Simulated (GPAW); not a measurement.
# Sc2NS2 MXene monolayer: simulated STM images

Aim: Tersoff-Hamann images of Sc2NS2 MXene monolayer at several biases.

Main program and level: GPAW 26.7.0; GPAW, PAW setups; layer in a repeated cell with vacuum, relaxation of atoms and in-plane cell, in the first sound run; inputs show where later runs differ.

### 1. The structure

The cell holds 5 atoms: 2 S, 2 Sc and 1 N. Its edges and angles: a = 3.155 Å, b = 3.155 Å, c = 24.144 Å, α = 90.0°, β = 90.0°, γ = 120.0°. Vacuum lies along c.

### 2. Relaxing the atoms

The atoms are relaxed first, since the surface dipole, and with it the work function, follows the positions of the outer layers.

The input, run.py:

```python
import json
import numpy as np
from ase import Atoms
from ase.filters import FrechetCellFilter
from ase.optimize import BFGS
from gpaw import GPAW, PW

slab = Atoms(
    ['S', 'Sc', 'N', 'Sc', 'S'],
    positions=[
        [-0.00000, 1.82130, 9.00000],
        [1.57729, 0.91065, 10.82737],
        [0.00000, 0.00000, 12.07208],
        [-0.00000, 1.82130, 13.31679],
        [1.57729, 0.91065, 15.14416]],
    cell=[[3.15458, 0.0, 0.0], [-1.57729, 2.73195, 0.0], [0.0, 0.0, 24.1442]],
    pbc=[True, True, True])

slab.calc = GPAW(mode=PW(600), xc='PBE', kpts={'size': (12, 12, 1), 'gamma': True},
                 occupations={'name': 'fermi-dirac', 'width': 0.05}, nbands='160%',
                 convergence={'density': 1e-05}, maxiter=200,
                 symmetry={'tolerance': 1e-3}, txt='slab.txt')
result = {}
# The in-plane cell is free; stress needs a cell that repeats along all three vectors
path = []
opt = BFGS(FrechetCellFilter(slab, mask=[1, 1, 0, 0, 0, 1]), maxstep=0.2)
opt.attach(lambda: path.append((slab.get_potential_energy(), slab.positions.tolist(), slab.get_forces().tolist())))
result['relaxed'] = bool(opt.run(fmax=0.02, steps=45))
result['path'] = path
result['cell'] = slab.cell.tolist()
print('in-plane lattice', slab.cell.cellpar().round(4)[[0, 1, 5]])
energy = slab.get_potential_energy()
fermi = slab.calc.get_fermi_level()
v = slab.calc.get_electrostatic_potential().mean((0, 1)) - fermi
n = slab.calc.get_pseudo_density().mean((0, 1))
L = slab.cell[2, 2]
z = np.arange(len(v)) * L / len(v)
low, high = slab.positions[:, 2].min(), slab.positions[:, 2].max()
below, above = np.interp([low - 6.8, high + 6.8], z, v)
slopes = [np.interp(x, z, np.gradient(v, z)) for x in (low - 6.8, high + 6.8)]
eps = np.array([[slab.calc.get_eigenvalues(k, s) for k in range(len(slab.calc.get_ibz_k_points()))]
                for s in range(slab.calc.get_number_of_spins())]) - fermi
top, bottom = eps[eps < 0].max(), eps[eps > 0].min()
dipole = slab.get_dipole_moment()[2]
print(f'energy {energy:.4f} eV, Fermi level {fermi:.4f} eV, dipole {dipole:.5f} e A')
print(f'potential 6.8 A off the faces, from the Fermi level: lower {below:.4f} eV, upper {above:.4f} eV')
print(f'slope of the potential there: lower {slopes[0]:.5f}, upper {slopes[1]:.5f} eV/A')
print(f'nearest levels on the mesh: {top:.4f} and {bottom:.4f} eV')
print('magnetic moment', round(slab.get_magnetic_moment(), 3))
result.update(energy=energy, fermi=fermi, dipole=dipole, below=below, above=above, slopes=slopes, edges=[top, bottom],
              z=z.tolist(), v=v.tolist(), n=n.tolist(), positions=slab.positions.tolist(),
              forces=slab.get_forces(apply_constraint=False).tolist(), moments=slab.get_magnetic_moments().tolist())
json.dump(result, open('result.json', 'w'))
```

Run with:

```
$ OMP_NUM_THREADS=1 OPENBLAS_NUM_THREADS=1 python run.py
```

The program printed:

```text
Step          Energy          fmax
BFGS:    0      -32.390889        1.312175
BFGS:    1      -32.469495        0.921556
BFGS:    2      -32.626540        0.924457
BFGS:    3      -32.656397        0.655422
BFGS:    4      -32.735746        0.337480
BFGS:    5      -32.781905        0.351689
BFGS:    6      -32.799351        0.298928
BFGS:    7      -32.807310        0.224389
BFGS:    8      -32.815292        0.172184
BFGS:    9      -32.819885        0.158622
BFGS:   10      -32.820568        0.068952
BFGS:   11      -32.819455        0.010800
in-plane lattice [  3.3031   3.3031 120.    ]
energy -32.8100 eV, Fermi level -2.2470 eV, dipole -0.00056 e A
potential 6.8 A off the faces, from the Fermi level: lower 6.7936 eV, upper 6.7957 eV
slope of the potential there: lower -0.00058, upper -0.00032 eV/A
nearest levels on the mesh: -0.0186 and 0.0629 eV
magnetic moment 0.0
```

Elapsed: 5.5 min, on 1 thread of AMD EPYC 9B45 (Zen 5), shared host; peak memory 0.57 GiB.

Numbers from this step:

```
dipole along the normal                    : -5.64e-4 e·Å
levels nearest the Fermi level on the mesh : -0.01860, 0.06292 eV from the Fermi level
```

The electrostatic potential energy of an electron (without an applied field's), less the Fermi level, planar mean oscillates, so the rows of the table below give means over windows of 1.64 Å about each position, cut where the curve ends. Its maxima inside the range that stand out by 2 % of the span (Å: eV): 9.9: -2.35, 11.6: -3.93, 12.6: -3.93, 14.2: -2.35. Its minima: 9.1: -15.8, 10.8: -13.9, 12.1: -9.95, 13.4: -13.9, 15.0: -15.8.

The electrostatic potential energy of an electron (without an applied field's), less the Fermi level, planar mean by z; means over each step:

z (Å), electrostatic potential energy of an electron (without an applied field's), less the Fermi level, planar mean (eV) and a bar from the least value:
```
     0.82        6.8 ##############################
     2.46        6.8 ##############################
     4.10        6.8 ##############################
     5.74        6.8 ##############################
     7.38        6.3 #############################
     9.02       -6.4 ####
    10.66       -8.3 
    12.30       -6.6 ###
    13.94       -7.7 #
    15.58       -3.4 ##########
    17.22        6.7 ##############################
    18.86        6.8 ##############################
    20.50        6.8 ##############################
    22.14        6.8 ##############################
    23.78        6.8 ##############################
```

The pseudo valence density, planar mean oscillates, so the rows of the table below give means over windows of 1.29 Å about each position, cut where the curve ends. Its maxima inside the range that stand out by 2 % of the span (Å: e/Å³): 8.8: 0.387, 9.5: 0.434, 10.9: 1.17, 12.1: 0.605, 13.3: 1.17, 14.7: 0.434, 15.3: 0.387. Its minima: 9.1: 0.361, 10.0: 0.325, 11.6: 0.439, 12.6: 0.439, 14.1: 0.325, 15.0: 0.361.

The pseudo valence density, planar mean by z; means over each step:

| z (Å) | pseudo valence density, planar mean (e/Å³) |
| --- | --- |
| 4.52 | 2.1e-6 |
| 5.80 | 1.3e-4 |
| 7.10 | 0.00823 |
| 8.38 | 0.221 |
| 9.68 | 0.389 |
| 10.96 | 0.785 |
| 12.25 | 0.531 |
| 13.54 | 0.758 |
| 14.84 | 0.383 |
| 16.12 | 0.122 |
| 17.41 | 0.00253 |
| 18.71 | 4.0e-5 |

The relaxation lowered the energy of the cell by 0.430 eV (energies extrapolated to zero smearing; the optimiser's log prints free energies). The largest force left on a free atom is 0.011 eV/Å.

### 3. Plane waves, PBE

The work function is the vacuum plateau of the electrostatic potential less the Fermi level; a dipole layer lets the two faces have plateaus of their own.

This step: GPAW, PAW setups; slab in vacuum (GPAW 26.7.0).

The cell differs from the one that the last finished run ended in (c 24.144 → 23.909 Å).

The input, run.py:

```python
import json
import numpy as np
from ase import Atoms
from ase.dft.stm import STM
from gpaw import GPAW, PW

slab = Atoms(
    ['S', 'Sc', 'N', 'Sc', 'S'],
    positions=[
        [0.00000, 1.90707, 9.00000],
        [1.65157, 0.95354, 10.67506],
        [0.00000, -0.00000, 11.95423],
        [-0.00000, 1.90707, 13.23340],
        [1.65157, 0.95354, 14.90846]],
    cell=[[3.30314, -0.0, 0.0], [-1.65157, 2.86061, 0.0], [0.0, 0.0, 23.9085]],
    pbc=[True, True, False])

slab.calc = GPAW(mode=PW(500), xc='PBE', kpts={'size': (12, 12, 1), 'gamma': True},
                 occupations={'name': 'fermi-dirac', 'width': 0.05}, nbands='160%',
                 convergence={'density': 1e-05}, maxiter=200,
                 poissonsolver={'dipolelayer': 'xy'},
                 symmetry={'tolerance': 1e-3}, txt='slab.txt')
result = {}
energy = slab.get_potential_energy()
fermi = slab.calc.get_fermi_level()
v = slab.calc.get_electrostatic_potential().mean((0, 1)) - fermi
n = slab.calc.get_pseudo_density().mean((0, 1))
L = slab.cell[2, 2]
z = np.arange(len(v)) * L / len(v)
low, high = slab.positions[:, 2].min(), slab.positions[:, 2].max()
below, above = np.interp([low - 6.8, high + 6.8], z, v)
slopes = [np.interp(x, z, np.gradient(v, z)) for x in (low - 6.8, high + 6.8)]
eps = np.array([[slab.calc.get_eigenvalues(k, s) for k in range(len(slab.calc.get_ibz_k_points()))]
                for s in range(slab.calc.get_number_of_spins())]) - fermi
top, bottom = eps[eps < 0].max(), eps[eps > 0].min()
dipole = slab.get_dipole_moment()[2]
print(f'energy {energy:.4f} eV, Fermi level {fermi:.4f} eV, dipole {dipole:.5f} e A')
print(f'potential 6.8 A off the faces, from the Fermi level: lower {below:.4f} eV, upper {above:.4f} eV')
print(f'slope of the potential there: lower {slopes[0]:.5f}, upper {slopes[1]:.5f} eV/A')
print(f'nearest levels on the mesh: {top:.4f} and {bottom:.4f} eV')
print('magnetic moment', round(slab.get_magnetic_moment(), 3))
result.update(energy=energy, fermi=fermi, dipole=dipole, below=below, above=above, slopes=slopes, edges=[top, bottom],
              z=z.tolist(), v=v.tolist(), n=n.tolist(), positions=slab.positions.tolist(),
              forces=slab.get_forces(apply_constraint=False).tolist(), moments=slab.get_magnetic_moments().tolist())

# Images need the states of the whole zone, up to time reversal
slab.calc = slab.calc.fixed_density(symmetry={'point_group': False}, txt='states.txt', nbands='280%',
                                    convergence={'bands': 'CBM+2.3'})
stm = STM(slab)
result['stm'] = []
for bias in [-1.5, 2.0]:
    height = high + 3.0
    current = stm.get_averaged_current(bias, height)
    x, y, h = stm.scan(bias, current)
    i, f = divmod(height / L * stm.ldos.shape[2], 1)
    I = abs((1 - f) * stm.ldos[:, :, int(i)] + f * stm.ldos[:, :, int(i) + 1])
    print(f'bias {bias} V: mean current at 3.0 A {current:.4e}, corrugation {np.ptp(h):.4f} A')
    result['stm'].append(dict(bias=bias, current=current, h=(h - high).tolist(), I=I.tolist()))
json.dump(result, open('result.json', 'w'))
```

The program printed:

```text
energy -32.3790 eV, Fermi level -2.2002 eV, dipole -0.00057 e A
potential 6.8 A off the faces, from the Fermi level: lower 6.7895 eV, upper 6.8004 eV
slope of the potential there: lower -0.00007, upper 0.00007 eV/A
nearest levels on the mesh: -0.0178 and 0.0629 eV
magnetic moment 0.0
bias -1.5 V: mean current at 3.0 A 4.5477e-05, corrugation 0.4889 A
bias 2.0 V: mean current at 3.0 A 1.4285e-05, corrugation 0.4429 A
```

Elapsed: 2.8 min, on 1 thread; peak memory 0.82 GiB.

Numbers from this step:

- dipole along the normal: -5.66e-4 e·Å
- levels nearest the Fermi level on the mesh: -0.01781, 0.06295 eV from the Fermi level
- upper work function: 6.800 eV
- lower work function: 6.789 eV
- corrugation -1.5: 0.4889 Å
- corrugation 2: 0.4429 Å

The electrostatic potential energy of an electron (without an applied field's), less the Fermi level, planar mean oscillates, so the rows of the table below give means over windows of 1.72 Å about each position, cut where the curve ends. Its maxima inside the range that stand out by 2 % of the span (Å: eV): 9.8: -2.36, 11.5: -3.92, 12.4: -3.92, 14.2: -2.35. Its minima: 9.0: -15.8, 10.7: -13.9, 12.0: -10.00, 13.2: -13.9, 14.9: -15.8.

Electrostatic potential energy of an electron (without an applied field's), less the Fermi level, planar mean against z; means over each step:

| z (Å) | electrostatic potential energy of an electron (without an applied field's), less the Fermi level, planar mean (eV) |
| --- | --- |
| 0.86 | 6.79 |
| 2.58 | 6.79 |
| 4.30 | 6.79 |
| 6.02 | 6.78 |
| 7.74 | 4.44 |
| 9.46 | -7.90 |
| 11.18 | -8.91 |
| 12.90 | -8.71 |
| 14.62 | -7.41 |
| 16.34 | 5.40 |
| 18.06 | 6.79 |
| 19.78 | 6.80 |
| 21.50 | 6.80 |
| 23.22 | 6.80 |

The pseudo valence density, planar mean oscillates, so the rows of the table below give means over windows of 1.34 Å about each position, cut where the curve ends. Its maxima inside the range that stand out by 2 % of the span (Å: e/Å³): 8.8: 0.380, 9.4: 0.433, 10.7: 1.19, 12.0: 0.597, 13.2: 1.19, 14.5: 0.433, 15.1: 0.380. Its minima: 9.0: 0.356, 9.9: 0.332, 11.3: 0.447, 12.6: 0.447, 14.0: 0.332, 14.9: 0.356.

Table of pseudo valence density, planar mean by z; means over each step:

z (Å), pseudo valence density, planar mean (e/Å³) and a bar:
```
     4.69       0.00 
     6.03       0.00 
     7.37       0.03 #
     8.71       0.33 ##############
    10.05       0.59 ########################
    11.39       0.64 ###########################
    12.73       0.72 ##############################
    14.07       0.48 ####################
    15.41       0.28 ############
    16.75       0.02 #
    18.09       0.00 
    19.43       0.00
```

Tip height over the top atom over a1 and a2. Sample bias -1.5 V, constant current at the mean current 3.0 Å over the top atom.

Ten even steps from '_' (2.72 Å) to '@' (3.21 Å):
```
....::::--====++++++++====--::::....
::::::::::--------------::::::::::..
::::::::::::::::::::::::::::::::::::
----::::..............::::----======
====--::..________..::--====++++++++
++==--::..______..::--==++**********
**++--::..____..::--++****########**
**++--::..__..::--++**####%%%%%%####
**++--::....::--++**##%%%%@@@@%%%%##
**++--::..::--++**##%%@@@@@@@@@@%%##
**==--::::--==**##%%@@@@@@@@@@@@%%##
++==::::::==++**##%%@@@@@@@@@@%%##**
==--::::--==**##%%@@@@@@@@@@@@%%##**
--::::::--++**##%%@@@@@@@@@@%%##**++
::::::::==++**##%%%%@@@@%%%%##**++==
::..::::==++**####%%%%%%####**++==::
......::==++****########****++==::..
__..::::--==++**********++==--::::..
```
Columns: a1 from 0 to 0.944; rows upwards: a2 from 0 to 0.944.

Local density of states summed over the bias window over a1 and a2. Sample bias -1.5 V, constant height 3.0 Å over the top atom.

Ten even steps from '_' (2.14 × 1e-5 arbitrary) to '@' (9.48 × 1e-5 arbitrary):
```
______....::::::::::::::::....______
____..........................______
....................................
........______________........::::::
::::....____________....::::::----::
--::....__________....::----======--
--::....________....::--==++++++++==
--::....______....::--++****##****++
==::....____....::==++**##%%%%##**++
--::....__....::--++**##%%@@%%##**++
--::........::--++**##@@@@@@@@##**++
--::......::--==**##%%@@@@@@%%##**==
::........::--++**%%@@@@@@@@%%**++--
..........::==++##%%%%@@%%%%##++==::
..____..::--==++**########**++==--::
______..::--==++**********++==--::..
______..::::--==++++++++==--::::..__
______....::------==------::....____
```
Columns: a1 from 0 to 0.944; rows upwards: a2 from 0 to 0.944.

[end of part 1 of 2]

[Logs are printed without paths, hosts, clocks, repeated set-up lines and the standing remarks that a program may print on its own settings, such as how far it seeks lower states.]

[Hosts, paths, dates, database ids (printed as entryN), source tags and the programs' standing remarks are cut or masked in the printed files.]
